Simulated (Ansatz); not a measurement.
**What MgHF (built on the sites of a database entry of BaHI) distorts into**

Wanted: the energy along a soft mode of MgHF (built on the sites of a database entry of BaHI) and the structure at the end.

Method: DFT PBEsol, scalar-relativistic, plane waves, PAW, in Ansatz 0.2.0.

The structure was built from a prototype and need not be the compound's stable phase.

## (1) The starting structure

The structure is tetragonal, space group P4/nmm (No. 129). The conventional cell has a = 3.247 Å, b = 3.247 Å, c = 5.038 Å, α = 90.00°, β = 90.00°, γ = 90.00°. Mg has 5 F at 1.98 to 2.43 Å and 4 H at 1.98 Å nearest. H has 4 Mg at 1.98 Å nearest. Nearest to F lie 5 Mg at 1.98 to 2.43 Å. Farther neighbours and most contacts between anions are not listed.

Structure file:

```cif
data_structure
_symmetry_space_group_name_H-M 'P 1'
_symmetry_Int_Tables_number 1
_cell_length_a 3.2471
_cell_length_b 3.2471
_cell_length_c 5.0382
_cell_angle_alpha 90.000
_cell_angle_beta 90.000
_cell_angle_gamma 90.000
_cell_volume 53.12
loop_
_atom_site_label
_atom_site_type_symbol
_atom_site_fract_x
_atom_site_fract_y
_atom_site_fract_z
_atom_site_occupancy
Mg1 Mg 0.00000 0.50000 0.22433 1
Mg2 Mg 0.50000 0.00000 0.77567 1
H3 H 0.00000 0.00000 0.00000 1
H4 H 0.50000 0.50000 0.00000 1
F5 F 0.00000 0.50000 0.61689 1
F6 F 0.50000 0.00000 0.38311 1
```

## (2) Response at finite wavevector

The cell comes from relaxations at this level that are not shown. Stability and thermal properties need the whole zone. Linear response on a 4×4×2 q mesh gives force constants as far as a supercell of that size would, and the tensors from the zone-centre run are typed in so that the long-range dipole term is interpolated apart.

Input file input.yaml:

```yaml
crystal:
  lattice:
    - [3.2471482844, 0.0, 0.0]
    - [0.0, 3.2471482844, 0.0]
    - [0.0, 0.0, 5.0382183931]
  atoms:
    - { symbol: Mg, position: [0.0, 0.5, 0.2243332709] }
    - { symbol: Mg, position: [0.5, 0.0, 0.7756667291] }
    - { symbol: H, position: [0.0, 0.0, 0.0] }
    - { symbol: H, position: [0.5, 0.5, 0.0] }
    - { symbol: F, position: [0.0, 0.5, 0.6168861077] }
    - { symbol: F, position: [0.5, 0.0, 0.3831138923] }
kpoints:
  mp_grid: { grid: [8, 8, 6] }
hamiltonian:
  xc: pbesol
scf:
  occupations: { method: fixed }
output:
  eigenvalues: true
phonons:
  method: dfpt
  qmesh: [4, 4, 2]
  temperatures: { t_max: 1000, t_step: 50 }
  qpath:
    path:
      - [[0.0, 0.0, 0.0], [0.0, 0.5, 0.0], [0.5, 0.5, 0.0], [0.0, 0.0, 0.0], [0.0, 0.0, 0.5], [0.0, 0.5, 0.5], [0.5, 0.5, 0.5], [0.0, 0.0, 0.5]]
      - [[0.0, 0.5, 0.0], [0.0, 0.5, 0.5]]
      - [[0.5, 0.5, 0.0], [0.5, 0.5, 0.5]]
    npoints: 10
  non_analytic_term:
    high_frequency_dielectric_tensor: [[3.2524, 0.0, 0.0], [0.0, 3.2524, 0.0], [0.0, 0.0, 2.8698]]
    born_effective_charges:
      - { species: Mg, tensor: [[2.0826, 0.0, 0.0], [0.0, 2.0826, 0.0], [0.0, 0.0, 2.0599]] }
      - { species: Mg, tensor: [[2.0826, 0.0, 0.0], [0.0, 2.0826, 0.0], [0.0, 0.0, 2.0599]] }
      - { species: H, tensor: [[-0.8863, 0.0, 0.0], [0.0, -0.8863, 0.0], [0.0, 0.0, -0.6063]] }
      - { species: H, tensor: [[-0.8863, 0.0, 0.0], [0.0, -0.8863, 0.0], [0.0, 0.0, -0.6063]] }
      - { species: F, tensor: [[-1.1963, 0.0, 0.0], [0.0, -1.1963, 0.0], [0.0, 0.0, -1.4535]] }
      - { species: F, tensor: [[-1.1963, 0.0, 0.0], [0.0, -1.1963, 0.0], [0.0, 0.0, -1.4535]] }
    source: "zone-centre run at this cell"
```

Command:

```sh
$ ansatz run input.yaml --threads 8 --pin off --max-ram 14336MiB --backend cpu --events-out ev --progress --plain --runs-dir out
```

Numbers of over 12 decimals in the logs are rounded to 6 here.

Output:

```text
Warning: phonons: the dynamical matrix that this run interpolates holds no multipole term above the dipole-dipole one, and a site of this crystal is no centre of inversion, so its interpolated transverse optical and acoustic branches and sound speeds can stay off near Gamma, and the density of states and the thermodynamics with them. What a run solves at a wave vector of phonons.qpoints, Gamma apart, where the deck admits one, is free of this, and under fd what a larger phonons.supercell samples
Engine: ansatz 0.2.0, x86_64-unknown-linux-gnu
Pseudopotentials: kind: paw
Pseudopotential: Mg, paw, valence charge 10, recommended cutoff 420 eV (normal), Mg.paw.azcp
Pseudopotential: H, paw, valence charge 1, recommended cutoff 420 eV (normal), H.paw.azcp
Pseudopotential: F, paw, valence charge 7, recommended cutoff 420 eV (normal), F.paw.azcp
Functional definition: PBEsol
  exchange = pbesol_x
  correlation = pbesol_c
Crystal: 6 atoms, lattice volume = 53.123 Å³
Basis set: ecut = 420 eV, 1057 PW (Γ), exchange–correlation on 48×48×72 points (8 copies of the dense FFT grid, shifted against one another)
Bands: 24, of which v1, the nominal top of the filled ones, is band 18 counted from 1 (17 counted from 0)
Symmetry: 16 space group operations
k-points: 60 of 384
Non-local potential: Mg, projectors of the file, l = 0: 3, l = 1: 2, l = 2: 1
Non-local potential: H, projectors of the file, l = 0: 2, l = 1: 1
Non-local potential: F, projectors of the file, l = 0: 2, l = 1: 2, l = 2: 1
PAW form: soft (Blöchl's): semilocal exchange-correlation on the pseudo side does not see the compensation charge
PAW frozen core: Mg, regenerated for the run's functional, and the local potential with it (the file was generated under x = pbe(κ = 0.804, μ = 0.219515), c = pbe(β = 0.066725))
PAW frozen core: F, regenerated for the run's functional, and the local potential with it (the file was generated under x = pbe(κ = 0.804, μ = 0.219515), c = pbe(β = 0.066725))
PAW one-centre angular grid: Mg, 110 points (default); XC on 64 Gauss nodes
PAW one-centre angular grid: H, 110 points (default); XC on 64 Gauss nodes
PAW one-centre angular grid: F, 110 points (default); XC on 64 Gauss nodes
Initial density: superposition of atomic densities (neutral atoms: chi_scale 0, normalization atom), corrected by the library's trained network
Initial wavefunctions: pseudopotential atomic-orbital guess
Functional: x = pbesol(κ = 0.804, μ = 0.123457), c = pbesol(β = 0.046)
SCF iter   1: F=—  HF=-5460.705080 eV  |F-HF|=—  |Δ(HF+E_count)|=         —  Δρ=1.26e-2  dr2=4.57e-2  ethr=1.77e-3  ⟨swp⟩=4.9  Hψ=5745  notcnv=0  defer=234
preconditioner: auto → none  [insulator: Δε(μ)=0.999 eV  Ē_g=12.724 eV  n_scr=16 (ndim 8)  ℏωp=20.4 eV  f_vac=0.000  ε∞_Penn≈3.6]
SCF iter   2: F=—  HF=-5460.693440 eV  |F-HF|=—  |Δ(HF+E_count)|=   1.16e-2  Δρ=5.25e-3  dr2=9.18e-3  ethr=1.27e-4  ⟨swp⟩=2.0  Hψ=2645  notcnv=0  defer=236
SCF iter   3: F=—  HF=-5460.690559 eV  |F-HF|=—  |Δ(HF+E_count)|=   2.88e-3  Δρ=1.30e-3  dr2=3.96e-4  ethr=2.55e-5  ⟨swp⟩=2.1  Hψ=2061  notcnv=0  defer=239
SCF iter   4: F=—  HF=-5460.690502 eV  |F-HF|=—  |Δ(HF+E_count)|=   5.66e-5  Δρ=2.29e-4  dr2=9.03e-6  ethr=1.10e-6  ⟨swp⟩=2.0  Hψ=2427  notcnv=0  defer=239
SCF iter   5: F=—  HF=-5460.690508 eV  |F-HF|=—  |Δ(HF+E_count)|=   6.07e-6  Δρ=3.29e-5  dr2=3.34e-7  ethr=2.51e-8  ⟨swp⟩=3.0  Hψ=2338  notcnv=0  defer=97
SCF iter   6: F=—  HF=-5460.690509 eV  |F-HF|=—  |Δ(HF+E_count)|=   9.18e-7  Δρ=6.71e-6  dr2=9.06e-9  ethr=9.28e-10  ⟨swp⟩=2.0  Hψ=2421  notcnv=0  defer=94
SCF iter   7: F=—  HF=-5460.690509 eV  |F-HF|=—  |Δ(HF+E_count)|=   6.07e-9  Δρ=1.18e-6  dr2=2.93e-10  ethr=2.52e-11  ⟨swp⟩=2.0  Hψ=2425  notcnv=0  defer=94
SCF iter   8: F=-5460.690509 eV  HF=-5460.690509 eV  |F-HF|=2.73e-12  |Δ(HF+E_count)|=  1.01e-10  Δρ=1.00e-7  dr2=2.49e-12  ethr=1.00e-12  ⟨swp⟩=9.3  Hψ=9127  notcnv=0
SCF 1 converged in 8 iterations: F = -5460.690509 eV  dr2 = 2.49e-12
  greatest PAW one-centre occupation: 1.000 electrons in one spin orbital (limit 2), on the Mg atom at site 1 (counted from 0), in its partial waves of l = 0
NSCF: frozen V_eff on 60 k-points
NSCF: frozen V_eff on 100 k-points
DFPT response loops at q = (0, 0, 0) (fractional): preconditioner auto → Resta (q_TF=auto, 2.557 Å⁻¹)  ε∞=7.7 (no band partly filled); β = 1.00, the filter's whole step (`scf.mixing.beta` (0.50) is not read by the response loops at its default; to damp them type it under 1.00, their step now; it binds the ground state too); Broyden in place of MSR1
NSCF: frozen V_eff on 200 k-points
DFPT response loops at q = (0, 0, -0.5) (fractional): mixed as the last ones told, above
NSCF: frozen V_eff on 320 k-points
DFPT response loops at q = (0, 0.25, 0) (fractional): mixed as the last ones told, above
NSCF: frozen V_eff on 320 k-points
DFPT response loops at q = (0, 0.25, -0.5) (fractional): mixed as the last ones told, above
NSCF: frozen V_eff on 200 k-points
DFPT response loops at q = (0, -0.5, 0) (fractional): mixed as the last ones told, above
NSCF: frozen V_eff on 200 k-points
DFPT response loops at q = (0, -0.5, -0.5) (fractional): mixed as the last ones told, above
NSCF: frozen V_eff on 512 k-points
DFPT response loops at q = (0.25, 0.25, 0) (fractional): mixed as the last ones told, above
NSCF: frozen V_eff on 512 k-points
DFPT response loops at q = (0.25, 0.25, -0.5) (fractional): mixed as the last ones told, above
NSCF: frozen V_eff on 320 k-points
DFPT response loops at q = (0.25, -0.5, 0) (fractional): mixed as the last ones told, above
NSCF: frozen V_eff on 320 k-points
DFPT response loops at q = (0.25, -0.5, -0.5) (fractional): mixed as the last ones told, above
NSCF: frozen V_eff on 200 k-points
DFPT response loops at q = (-0.5, -0.5, 0) (fractional): mixed as the last ones told, above
NSCF: frozen V_eff on 200 k-points
DFPT response loops at q = (-0.5, -0.5, -0.5) (fractional): mixed as the last ones told, above
SCF converged after 8 iterations
Free energy (F): -5460.690509 eV
Harris-Foulkes:  -5460.690509 eV  (|F-HF|=2.73e-12)
Internal energy: -5460.690509 eV  (E = F + TS)
E sigma→0 (E₀):  -5460.690509 eV
Fermi energy:    7.287067 eV
--- Per-component energies (eV) ---
  E_band       = -733.399301
  E_kinetic    = 597.140710
  E_local      = -4052.029113  (includes V_loc(G=0)·N_el)
  E_nonlocal   = 341.663599
  E_hartree    = 1435.657563
  E_xc         = -235.256331
  E_vxc        = -304.231183  (∫ρ·V_xc dr)
  E_paw        = -951.139708  (= ΣΔE_a)
  E_vpaw       = -187.259966  (= ΣTr[D̂ρ^β])
  E_aug_tail   = 0.001572  (compensation charges beyond the density's cutoff)
  E_ewald      = -2596.931410
  E_core_change = 0.202610  (= ΣΔE_core)
  E_smearing   = -0.000000  (= −TS)
  E_closure    = 0.000000  (closes the sum)
  Σ components = -5460.690509   (vs F -5460.690509, Δ=0.00e0)
--- Band table (eV; the first three rows and the last of 60) ---
  k-point 0: bands = [... 14 lower, 1.8331, 2.5411, 2.5411, 7.1969, 11.0421, 11.6901, 15.0137, 15.0137, ... 2 higher]
  k-point 1: bands = [... 14 lower, 2.0443, 2.5348, 2.5348, 7.2189, 9.8814, 12.9569, 14.9703, 14.9703, ... 2 higher]
  k-point 2: bands = [... 14 lower, 2.5201, 2.5219, 2.5219, 7.2640, 8.7603, 14.4323, 14.8880, 14.8880, ... 2 higher]
  k-point 59: bands = [... 14 lower, 1.6439, 1.6439, 4.5439, 4.5439, 10.6511, 10.6511, 14.7646, 14.7646, ... 2 higher]
--- Phonons (Γ-DFPT): 6 representative perturbations + reference (Σ response iterations 22) ---
  ASR residual: 2.139e-4 → 0.000e0 eV/Å²; symmetrization residual: 9.049e-7 eV/Å²
  ASR residual per site (eV/Å²): 5.25e-5 5.25e-5 1.63e-5 1.63e-5 2.14e-4 2.14e-4
  Γ frequencies (cm⁻¹): -136.22 -136.22 0.00 0.00 0.00 109.40 109.40 290.56 290.56 382.36 396.39 432.35 865.30 913.07 913.07 1225.16 1348.00 1348.00
--- Phonons (arbitrary-q DFPT): 12 irreducible q on the 4×4×2 mesh ---
  q = [0.0000, 0.0000, 0.0000] (star 1, of the zone-centre solve; hermiticity 1.56e-7, symmetrization 1.87e-13): -136.22 -136.22 -0.00 -0.00 0.00 109.40 109.40 290.56 290.56 382.36 396.39 432.35 865.30 913.07 913.07 1225.16 1348.00 1348.00
  q = [0.0000, 0.0000, -0.5000] (star 1, 6 solved perturbations in 480 linear systems a pass and spin channel, the states on 100 of 384 k-point pairs; hermiticity 4.64e-8, symmetrization 2.47e-13): -132.32 -132.32 -78.56 -78.56 147.99 147.99 215.01 283.01 283.01 351.25 396.07 573.63 872.34 913.08 913.08 1325.83 1347.90 1347.90
  q = [0.0000, 0.2500, 0.0000] (star 4, 9 solved perturbations on 160 of 384 k-point pairs; hermiticity 1.54e-7, symmetrization 3.12e-14): -67.18 36.77 80.80 81.09 101.46 210.65 258.52 265.19 298.29 372.00 387.70 417.00 963.38 1024.99 1191.78 1198.64 1312.38 1323.91
  q = [0.0000, 0.2500, -0.5000] (star 4, 9 solved perturbations on 160 of 384 k-point pairs; hermiticity 1.24e-7, symmetrization 4.84e-14): -115.93 -61.41 17.23 139.17 152.34 164.48 197.27 259.48 298.21 364.74 394.82 466.48 966.57 1024.88 1133.25 1246.34 1312.31 1323.26
  q = [0.0000, -0.5000, 0.0000] (star 2, 9 solved perturbations on 100 of 384 k-point pairs; hermiticity 1.46e-7, symmetrization 5.25e-14): 82.65 82.65 95.54 95.54 189.09 189.09 266.94 266.94 340.67 340.67 401.40 401.40 1099.27 1099.27 1201.05 1201.05 1264.14 1264.14
  q = [0.0000, -0.5000, -0.5000] (star 2, 9 solved perturbations on 100 of 384 k-point pairs; hermiticity 1.82e-7, symmetrization 9.56e-14): -55.11 -55.11 88.74 88.74 187.25 187.25 215.97 215.97 352.14 352.14 426.13 426.13 1111.76 1111.76 1200.97 1200.97 1256.83 1256.83
  q = [0.2500, 0.2500, 0.0000] (star 4, 6 solved perturbations in 1200 linear systems a pass and spin channel, the states on 256 of 384 k-point pairs; hermiticity 1.82e-7, symmetrization 6.51e-14): -189.28 84.59 129.20 134.85 181.31 187.89 206.41 305.01 334.03 374.85 390.19 415.19 805.74 1011.99 1166.20 1167.16 1310.42 1381.96
  q = [0.2500, 0.2500, -0.5000] (star 4, 6 solved perturbations in 1200 linear systems a pass and spin channel, the states on 256 of 384 k-point pairs; hermiticity 1.68e-7, symmetrization 2.03e-13): -147.41 76.88 98.01 99.59 164.19 223.07 238.80 265.81 286.83 346.79 400.29 461.32 805.55 1013.62 1167.31 1196.67 1291.16 1380.83
  q = [0.2500, -0.5000, 0.0000] (star 4, 9 solved perturbations on 160 of 384 k-point pairs; hermiticity 1.65e-7, symmetrization 3.82e-14): -144.77 -144.77 163.85 163.85 185.16 185.16 257.01 257.01 364.35 364.35 402.55 402.55 933.24 933.24 1098.28 1098.28 1375.15 1375.15
  q = [0.2500, -0.5000, -0.5000] (star 4, 9 solved perturbations on 160 of 384 k-point pairs; hermiticity 2.03e-7, symmetrization 5.06e-14): -127.51 -127.51 130.36 130.36 207.74 207.74 258.85 258.85 334.09 334.09 420.51 420.51 932.50 932.50 1104.02 1104.02 1371.43 1371.43
  q = [-0.5000, -0.5000, 0.0000] (star 1, 6 solved perturbations in 480 linear systems a pass and spin channel, the states on 100 of 384 k-point pairs; hermiticity 1.45e-7, symmetrization 1.43e-13): -220.78 -220.78 211.90 211.90 219.79 219.79 224.00 224.00 394.80 394.80 400.19 400.19 653.92 653.92 1096.42 1096.42 1414.77 1414.77
  q = [-0.5000, -0.5000, -0.5000] (star 1, 6 solved perturbations in 480 linear systems a pass and spin channel, the states on 100 of 384 k-point pairs; hermiticity 1.42e-7, symmetrization 7.86e-13): -157.52 -157.52 124.78 124.78 216.79 216.79 322.92 322.92 323.29 323.29 409.37 409.37 652.70 652.70 1096.24 1096.24 1412.05 1412.05
  sum rule: each row above includes the acoustic sum rule's correction from the zone centre's row sums; it moved no ω² by more than (2.10 cm⁻¹)²
  mesh force constants: q→R imaginary residual 2.38e-18; ASR residual 2.139e-4 → 0.000e0 eV/Å²; symmetrization residual 8.882e-16 eV/Å²
  interpolated dispersion: 94 rows × 18 modes
  density of states and harmonic sums: on the 20×20×12 q-mesh, interpolated from the force constants of a 4×4×2 supercell (with the dipole–dipole term of supplied tensors)
  largest difference from the sums on the solved wave vectors: F 1.40e-2 eV, S 2.09e-5 and C_V 6.52e-6 eV/K
  zero-point energy: 0.589522 eV/cell   skipped modes (ω ≤ 0): 765, of them read as no rigid motion or as one in doubt: 762 (1.578e0 modes/cell left out, lowest -220.78 cm⁻¹)   left out of the sums: 8.77e-2 of the cell's modes: C_V's classical limit lies that fraction below 3 k_B per atom; for a crystal, a wire or a layer, F and S can be off by more, and a phonons.interpolated_qmesh denser along its periods is the remedy for the sampling
```

It took 59 s on 8 threads of AMD EPYC 9R45, shared host; peak memory 1.1 GiB; 7 min of CPU time.

This step gave:

| Item | Value |
| --- | --- |
| gap on the k-mesh | 1.013 eV |
| volume per atom | 8.854 Å³ |
| sum-rule residual before enforcement | 2.14e-4 eV/Å² |
| lowest frequency on the path | -220.8 cm⁻¹ |
| point group | 4/mmm |
| highest frequency on the path or at a solved wavevector | 1415 cm⁻¹ |
| highest optical mode at the zone centre (no LO-TO term) | 1348 cm⁻¹ |
| lowest optical zone-centre mode | -136.2 cm⁻¹ |
| lowest mode on the q mesh (acoustic modes at Γ apart) | -220.8 cm⁻¹ |

Frequencies (cm⁻¹) solved at each irreducible wavevector; negative means imaginary. Frequencies by wavevector, by row:

```tsv
q in reciprocal lattice units	star	mode 1	mode 2	mode 3	mode 4	mode 16	mode 17	mode 18
0 0 0	1	-136.2	-136.2	0	0	1225	1348	1348
0 0 -0.5	1	-132.3	-132.3	-78.6	-78.6	1326	1348	1348
0 0.25 0	4	-67.2	36.8	80.8	81.1	1199	1312	1324
0 0.25 -0.5	4	-115.9	-61.4	17.2	139.2	1246	1312	1323
0 -0.5 0	2	82.7	82.7	95.5	95.5	1201	1264	1264
0 -0.5 -0.5	2	-55.1	-55.1	88.7	88.7	1201	1257	1257
0.25 0.25 0	4	-189.3	84.6	129.2	134.8	1167	1310	1382
0.25 0.25 -0.5	4	-147.4	76.9	98	99.6	1197	1291	1381
0.25 -0.5 0	4	-144.8	-144.8	163.8	163.8	1098	1375	1375
0.25 -0.5 -0.5	4	-127.5	-127.5	130.4	130.4	1104	1371	1371
-0.5 -0.5 0	1	-220.8	-220.8	211.9	211.9	1096	1415	1415
-0.5 -0.5 -0.5	1	-157.5	-157.5	124.8	124.8	1096	1412	1412
```

Interpolated from a 4×4×2 q mesh, with the LO-TO term (at Γ the limit along the path; where Γ stands inside the path, tables give the limit on arrival). The phonon branches at the labelled points (cm⁻¹):

```tsv
point	branch 1	branch 2	branch 3	branch 4	branch 15	branch 16	branch 17	branch 18
Γ	-136	0	0	0	1166	1225	1348	1348
halfway	-67	37	81	81	1192	1199	1312	1324
X	83	83	96	96	1201	1201	1264	1264
halfway	-145	-145	164	164	1098	1098	1375	1375
M	-221	-221	212	212	1096	1096	1415	1415
halfway	-189	85	129	135	1166	1167	1310	1382
Γ	-136	0	0	0	1166	1225	1348	1348
halfway	-134	-134	-61	-61	913	1325	1348	1348
Z	-132	-132	-79	-79	913	1326	1348	1348
halfway	-116	-61	17	139	1133	1246	1312	1323
R	-55	-55	89	89	1201	1201	1257	1257
halfway	-128	-128	130	130	1104	1104	1371	1371
A	-158	-158	125	125	1096	1096	1412	1412
halfway	-147	77	98	100	1167	1197	1291	1381
Z	-132	-132	-79	-79	913	1326	1348	1348
jump to X	83	83	96	96	1201	1201	1264	1264
halfway	44	44	86	86	1201	1201	1261	1261
R	-55	-55	89	89	1201	1201	1257	1257
jump to M	-221	-221	212	212	1096	1096	1415	1415
halfway	-196	-196	168	168	1096	1096	1413	1413
A	-158	-158	125	125	1096	1096	1412	1412
```

Symmetry leaves 12 wavevectors to solve. The lowest mode among them, the acoustic zeros apart, lies at q = (-0.5, -0.5, 0) and is imaginary, 220.8i cm⁻¹, so the energy falls along it.

## (3) The mode frozen in, largest atomic shift 0 Å

The mode followed lies at q = (-0.5, -0.5, 0) with frequency 220.8i cm⁻¹ and is 2-fold degenerate, the softest among the wavevectors solved. At small amplitude the distorted cell has space group no. 113 by a symmetry search on the positions. The undistorted cell that holds it gives the zero of energy on the same k mesh.

System of this step: MgHF (built on the sites of a database entry of BaHI). The structure is tetragonal, space group P4/nmm (No. 129). Conventional cell: a = 3.247 Å, b = 3.247 Å, c = 5.038 Å, α = 90.00°, β = 90.00°, γ = 90.00°. Mg has 5 F at 1.98 to 2.43 Å and 4 H at 1.98 Å nearest. H has 4 Mg at 1.98 Å nearest. Nearest to F lie 5 Mg at 1.98 to 2.43 Å. Farther neighbours and most contacts between anions are not listed.

Input file input.yaml:

```yaml
crystal:
  lattice:
    - [-3.2471482844, -3.2471482844, 0.0]
    - [-3.2471482844, 3.2471482844, 0.0]
    - [0.0, 0.0, -5.0382183931]
  atoms:
    - { symbol: Mg, position: [0.25, 0.75, 0.7756667291] }
    - { symbol: Mg, position: [0.75, 0.25, 0.7756667291] }
    - { symbol: Mg, position: [0.25, 0.25, 0.2243332709] }
    - { symbol: Mg, position: [0.75, 0.75, 0.2243332709] }
    - { symbol: H, position: [0.0, 0.0, 1.0] }
    - { symbol: H, position: [0.5, 0.5, 1.0] }
    - { symbol: H, position: [0.0, 0.5, 1.0] }
    - { symbol: H, position: [0.5, 0.0, 1.0] }
    - { symbol: F, position: [0.75, 0.25, 0.3831138923] }
    - { symbol: F, position: [0.25, 0.75, 0.3831138923] }
    - { symbol: F, position: [0.25, 0.25, 0.6168861077] }
    - { symbol: F, position: [0.75, 0.75, 0.6168861077] }
kpoints:
  mp_grid: { grid: [6, 6, 6] }
hamiltonian:
  xc: pbesol
scf:
  occupations: { method: gaussian, width: 0.02 }
output:
  forces: true
  stress: true
  eigenvalues: true
```

Output:

```text
[...]
Crystal: 12 atoms, lattice volume = 106.246 Å³
Basis set: ecut = 420 eV, 2105 PW (Γ), exchange–correlation on 64×64×72 points (8 copies of the dense FFT grid, shifted against one another)
Bands: 48, of which v1, the nominal top of the filled ones, is band 36 counted from 1 (35 counted from 0)
Symmetry: 32 space group operations
[...]
k-points: 40 of 216
[...]
k-point 0: bands = [... 32 lower, 2.5411, 4.1980, 4.1980, 7.1970, 9.9353, 9.9353, 11.0421, 11.6901, ... 5 higher]
  k-point 1: bands = [... 32 lower, 2.5347, 4.2993, 4.2993, 7.2190, 9.8814, 10.0946, 10.0946, 12.9569, ... 5 higher]
  k-point 2: bands = [... 32 lower, 2.5219, 4.4698, 4.4698, 7.2641, 8.7603, 10.4491, 10.4491, 14.4323, ... 5 higher]
  k-point 39: bands = [... 32 lower, 3.4868, 3.4868, 3.4868, 3.4868, 12.4204, 12.4204, 12.4204, 12.4204, ... 5 higher]
[key lines of the parts left out:]
SCF converged after 7 iterations
Free energy (F): -10921.380676 eV
Fermi energy:    7.793371 eV
P = ⅓ Tr σ = 0.0009 GPa (0.009 kbar)
```

Wall time 0.53 s (8 threads); peak memory 0.62 GiB.

Numbers from this step:

```
pressure                         : 9.31e-4 GPa
gap on the k-mesh                : 1.012 eV
energy from the undistorted cell : 0 meV/atom
```

At this level the gap is 1.01 eV on the k-mesh of the self-consistent run, which can miss the band edges.

(Continued in part 2 of 2.)

[Logs are printed without paths, hosts, clocks, repeated set-up lines and the standing remarks that a program may print on its own settings, such as how far it seeks lower states.]

[Hosts, paths, dates, database ids (printed as entryN), source tags and the programs' standing remarks are cut or masked in the printed files.]
